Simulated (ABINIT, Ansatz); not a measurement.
# A GW chain in ABINIT: BAs (F-43m)

Wanted: ground state, empty states, screening and self-energy for BAs (F-43m).

Program: ABINIT 10.8.3. Level of theory: PBE and many-body steps on it, plane waves. Values are calculated unless marked as measured.

**Experimental background.**

- Gap 1.82 eV: indirect gap from Tauc plot of optical absorption; UV-visible absorption, indirect Tauc plot; 300 K; bulk crystal (three thin as-grown single crystals with the same absorption edge) (“Photoluminescence mapping and time-domain thermo-photoluminescence for rapid imaging and measurement of thermal conductivity of boron arsenide”, 2019, arxiv:1910.07149).

- Gap 4.12 eV: direct gap from square of absorption coefficient, average of two samples; spectroscopic ellipsometry; 300 K; bulk crystal (CVT-grown opaque bulk crystals) (“Optical properties of cubic boron arsenide”, 2019, arxiv:1911.04914).

- Gap 1.82 eV: indirect optical gap from absorption edge; UV-visible absorption; 300 K; bulk crystal (single crystal grown by chemical vapor transport) (“Basic Physical Properties of Cubic Boron Arsenide”, 2019, arxiv:1911.11281).

- Gap 2.02 eV: indirect gap from square root of absorption coefficient, average of three samples; transmission and reflection spectroscopy; 300 K; bulk crystal (CVT-grown platelets about 10 um thick) (“Optical properties of cubic boron arsenide”, 2019, arxiv:1911.04914).

## Step 1: Starting point

Symmetry: F-43m, No. 216, cubic system. The conventional cell has a = 4.777 Å, b = 4.777 Å, c = 4.777 Å, α = 90.00°, β = 90.00°, γ = 90.00°. Nearest to B lie 4 As at 2.07 Å. Nearest to As lie 4 B at 2.07 Å. Farther neighbours, and contacts between anions beyond the nearest, are not listed.

The cell and positions come from the Crystallography Open Database and are kept as given unless a step says otherwise.

## Step 2: Ground state

This step: ABINIT 10.8.3; DFT, PBE, plane waves, norm-conserving pseudopotentials.

The ground-state density comes first.

File run.abi:

```
acell 3*1.0 Angstrom
rprim 
  -0.000000000000 2.388500000000 2.388500000000
  2.388500000000 -0.000000000000 2.388500000000
  2.388500000000 2.388500000000 -0.000000000000
ntypat 2
znucl 5 33
natom 2
typat 1 2
xred 
  0.000000000000 0.000000000000 0.000000000000
  0.250000000000 0.250000000000 0.250000000000
pp_dirpath "pseudos"
pseudos "B.upf, As.upf"
ecut 44
ngkpt 8 8 8
nshiftk 1
shiftk 0 0 0
kptopt 1
chksymbreak 0
nband 18
occopt 1
tolvrs 1e-10
nstep 60
prtwf 0
optforces 0
optstress 0
indata_prefix "in"
outdata_prefix "out"
tmpdata_prefix "tmp"
```

Launch:

```console
$ OMP_NUM_THREADS=1 mpirun -n 8 abinit run.abi > log
```

Log:

```text
.Version 10.8.3 of ABINIT. v10.8.2 released Aug 2026.

 Symmetries : space group F-4 3 m (#216); Bravais cF (face-center cubic)
================================================================================
 Values of the parameters that define the memory need of the present run
     intxc =       0    ionmov =       0      iscf =       7    lmnmax =       6
     lnmax =       6     mgfft =      40  mpssoang =       3    mqgrid =    3001
     natom =       2  nloc_mem =       1    nspden =       1   nspinor =       1
    nsppol =       1      nsym =      24    n1xccc =    2501    ntypat =       2
    occopt =       1   xclevel =       2
-    mband =          18        mffmem =           1         mkmem =           4
       mpw =        2601          nfft =       64000          nkpt =          29
================================================================================
  Rough estimation (10% accuracy) of disk space for files :
================================================================================

--------------------------------------------------------------------------------
------------- Echo of variables that govern the present computation ------------
--------------------------------------------------------------------------------
 -outvars: echo values of preprocessed input variables --------
            acell      1.8897261259E+00  1.8897261259E+00  1.8897261259E+00 Bohr

      chksymbreak           0
             ecut      4.40000000E+01 Hartree
-          fftalg         312

              ixc     -101130
              kpt      0.00000000E+00  0.00000000E+00  0.00000000E+00
                       1.25000000E-01  0.00000000E+00  0.00000000E+00
                       2.50000000E-01  0.00000000E+00  0.00000000E+00
                       3.75000000E-01  0.00000000E+00  0.00000000E+00
                       5.00000000E-01  0.00000000E+00  0.00000000E+00
                       1.25000000E-01  1.25000000E-01  0.00000000E+00
                       2.50000000E-01  1.25000000E-01  0.00000000E+00
                       3.75000000E-01  1.25000000E-01  0.00000000E+00
                       5.00000000E-01  1.25000000E-01  0.00000000E+00
   [... 18 further rows ...]
                      -3.75000000E-01  5.00000000E-01  1.25000000E-01
                      -2.50000000E-01  5.00000000E-01  2.50000000E-01
         kptrlatt        8    0    0      0    8    0      0    0    8
          kptrlen      5.10656775E+01
P           mkmem           4
            natom           2
            nband          18
            ngfft          40      40      40
             nkpt          29
            nstep          60
             nsym          24
           ntypat           2
              occ      2.000000  2.000000  2.000000  2.000000  2.000000  2.000000
                       2.000000  2.000000  2.000000  2.000000  2.000000  2.000000
                       2.000000  0.000000  0.000000  0.000000  0.000000  0.000000
        optforces           0
        optstress           0
            prtwf           0
            rprim     -0.0000000000E+00  2.3885000000E+00  2.3885000000E+00
[...]
spgroup         216

           tolvrs      1.00000000E-10

             xred      0.0000000000E+00  0.0000000000E+00  0.0000000000E+00
[...]
znucl        5.00000   33.00000

================================================================================

 chkinp: Checking input parameters for consistency.

================================================================================
== DATASET  1 ==================================================================
-   mpi_nproc: 8, omp_nthreads: 1 (-1 if OMP is not activated)

--- !DatasetInfo
iteration_state: {dtset: 1, }
dimensions: {natom: 2, nkpt: 29, mband: 18, nsppol: 1, nspinor: 1, nspden: 1, mpw: 2601, }
cutoff_energies: {ecut:  44.0, pawecutdg:  -1.0, }
electrons: {nelect:   2.60000000E+01, charge:   0.00000000E+00, occopt:   1.00000000E+00, tsmear:   1.00000000E-02, }

 Real(R)+Recip(G) space primitive vectors, cartesian coordinates (Bohr,Bohr^-1):
 R(1)=  0.0000000  4.5136109  4.5136109  G(1)= -0.1107761  0.1107761  0.1107761
 R(2)=  4.5136109  0.0000000  4.5136109  G(2)=  0.1107761 -0.1107761  0.1107761
 R(3)=  4.5136109  4.5136109  0.0000000  G(3)=  0.1107761  0.1107761 -0.1107761
 Unit cell volume ucvol=  1.8390873E+02 bohr^3
 Angles (23,13,12)=  6.00000000E+01  6.00000000E+01  6.00000000E+01 degrees

 getcut: wavevector=  0.0000  0.0000  0.0000  ngfft=  40  40  40
         ecut(hartree)=     44.000   => boxcut(ratio)=   2.09860

--- Pseudopotential description ------------------------------------------------
- B Generated using ONCVPSP code by D. R. Hamann
-  5.00000   3.00000  171031                  znucl, zion, pspdat
12 -101130 1 -1 1534                          pspcod,pspxc,lmax,lloc,mmax
     nproj     2     2     0
  pspatm : epsatm=    3.38844616
         --- l  ekb(1:nproj) -->
[...]
pspatm: atomic psp has been read  and splines computed

- As Generated using ONCVPSP code by D. R. Hamann
- 33.00000  23.00000  171031                  znucl, zion, pspdat
12 -101130 2 -1 1358                          pspcod,pspxc,lmax,lloc,mmax
     nproj     2     2     2
  pspatm : epsatm=   24.77333152
         --- l  ekb(1:nproj) -->
[...]
2  -10.105298   -4.355719
 pspatm: atomic psp has been read  and splines computed

   7.32206220E+02                                ecore*ucvol(ha*bohr**3)
--------------------------------------------------------------------------------

_setup2: Arith. and geom. avg. npw (full set) are    2564.154    2564.133

================================================================================

--- !BeginCycle
iteration_state: {dtset: 1, }
solver: {iscf: 7, nstep: 60, nline: 4, wfoptalg: 0, }
tolerances: {tolvrs: 1.00E-10, }

     iter   Etot(hartree)      deltaE(h)  residm     vres2
 ETOT  1  -307.28277226239    -3.073E+02 1.451E+00 2.107E+02
 ETOT  2  -308.18137084335    -8.986E-01 4.681E-02 9.286E+01
 ETOT  3  -308.19264815402    -1.128E-02 4.179E-02 1.329E+00
 ETOT  4  -308.19277605002    -1.279E-04 1.708E-03 3.985E-02
 ETOT  5  -308.19279338963    -1.734E-05 7.103E-05 1.145E-02
 ETOT  6  -308.19279455618    -1.167E-06 1.440E-04 2.116E-04
 ETOT  7  -308.19279456963    -1.345E-08 1.289E-05 4.646E-06
 ETOT  8  -308.19279456994    -3.162E-10 2.002E-05 4.544E-08
 ETOT  9  -308.19279456993     1.535E-11 1.139E-05 1.993E-09
 ETOT 10  -308.19279456992     1.387E-11 1.824E-05 2.264E-11

 At SCF step   10       vres2   =  2.26E-11 < tolvrs=  1.00E-10 =>converged.

--- !ResultsGS
iteration_state: {dtset: 1, }
comment   : Summary of ground state results
lattice_vectors:
- [ -0.0000000,   4.5136109,   4.5136109, ]
- [  4.5136109,  -0.0000000,   4.5136109, ]
- [  4.5136109,   4.5136109,  -0.0000000, ]
lattice_lengths: [   6.38321,    6.38321,    6.38321, ]
lattice_angles: [ 60.000,  60.000,  60.000, ] # degrees, (23, 13, 12)
lattice_volume:   1.8390873E+02
convergence: {deltae:  1.387E-11, res2:  2.264E-11, residm:  1.824E-05, diffor:  0.000E+00, }
etotal    :  -3.08192795E+02
entropy   :   0.00000000E+00
fermie    :   2.93949411E-01
cartesian_stress_tensor: null
pressure_GPa: null
xred      :
- [  0.0000E+00,   0.0000E+00,   0.0000E+00,  B]
- [  2.5000E-01,   2.5000E-01,   2.5000E-01, As]
cartesian_forces: null
force_length_stats: {min: null, max: null, mean: null, }

 Integrated electronic density in atomic spheres:
 ------------------------------------------------
 Atom  Sphere_radius  Integrated_density
    1        2.00000          2.57184315
    2        2.00000         20.47813491
================================================================================

 ----iterations are completed or convergence reached----

 Mean square residual over all n,k,spin=   60.034E-09; max=  18.236E-06
 reduced coordinates (array xred) for    2 atoms
       0.000000      0.000000      0.000000
       0.250000      0.250000      0.250000
 rms dE/dt=  0.0000E+00; max dE/dt=  0.0000E+00; dE/dt below (all hartree)
    1       0.000000      0.000000      0.000000
    2       0.000000      0.000000      0.000000

 cartesian coordinates (angstrom) at end:
    1      0.000000     0.000000     0.000000
    2      1.194250     1.194250     1.194250
 length scales=  1.889726  1.889726  1.889726 bohr
              =  1.000000  1.000000  1.000000 angstroms
 prteigrs : about to open file out_EIG
 Fermi (or HOMO) energy (hartree) =   0.29395   Average Vxc (hartree)=  -0.41185
 Eigenvalues (hartree) for nkpt=  29  k points:
 kpt#   1, nband= 18, wtk=  0.00195, kpt=  0.0000  0.0000  0.0000 (reduced coord)
  -6.52474   -4.44262   -4.44262   -4.44262   -1.02470   -1.02470   -1.02470   -1.02395
  -1.02395   -0.27205    0.29395    0.29395    0.29395    0.41483    0.41483    0.41483
   0.46596    0.64661
 prteigrs : prtvol=0 or 1, do not print more k-points.

--- !EnergyTerms
iteration_state     : {dtset: 1, }
comment             : Components of total free energy in Hartree
kinetic             :  1.383539E+02
hartree             :  1.245078E+02
xc                  : -2.890291E+01
Ewald energy        : -1.427528E+02
psp_core            :  3.981357E+00
local_psp           : -3.259240E+02
non_local_psp       : -7.745608E+01
total_energy        : -3.081928E+02
total_energy_eV     : -8.386353E+03
band_energy         : -4.952602E+01

== END DATASET(S) ==============================================================
================================================================================

 -outvars: echo values of variables after computation  --------
           etotal     -3.0819279457E+02
            nband          18
             nkpt          29
          spgroup         216
 [... the other variables as echoed above ...]

 Calculation completed.
```

It took 9.3 s on 8 MPI ranks of Intel Xeon Platinum 8488C (Sapphire Rapids), shared host; peak memory 0.62 GiB; 71 s of CPU time.

This step gave:

```
total energy               : -8386.3532 eV
gap                        : 1.208 eV
k of the valence top       : 0, 0, 0
k of the conduction bottom : 0.375, 0.375, 0
least direct gap           : 3.289 eV
```

The gap is indirect, with the least direct gap 2.08 eV higher.

[end of part 1 of 3]

[Long decimals in the printed logs are rounded to 6 places.]

[Logs are printed without paths, hosts, clocks, repeated set-up lines and the standing remarks that a program may print on its own settings, such as how far it seeks lower states.]

[Paths, hosts, dates, memory and timing lines, banners, echoed tables and standing remarks are left out of the program output; an Ansatz launch command may be rebuilt from the run's recorded settings. Measured values are a selection of at most five: reports struck by readers or far from the other reports are left out. None is set beside runs whose start may be inverted or whose files or cutoffs have a known fault.]

[Runs of the session that timed out or met a known fault of the program may be left out.]

[Hosts, paths, dates, database ids (printed as entryN), source tags and the programs' standing remarks are cut or masked in the printed files.]

[G0W0 gaps are taken among the corrected bands and points alone; a level outside them can change the order at an edge.]

[Where Ansatz stands beside ABINIT at settings called matched, ABINIT's density can come from a denser mesh and the files from another edition; pairs whose starting gaps differed by over 0.03 eV were left out, so agreement reads better than it is.]
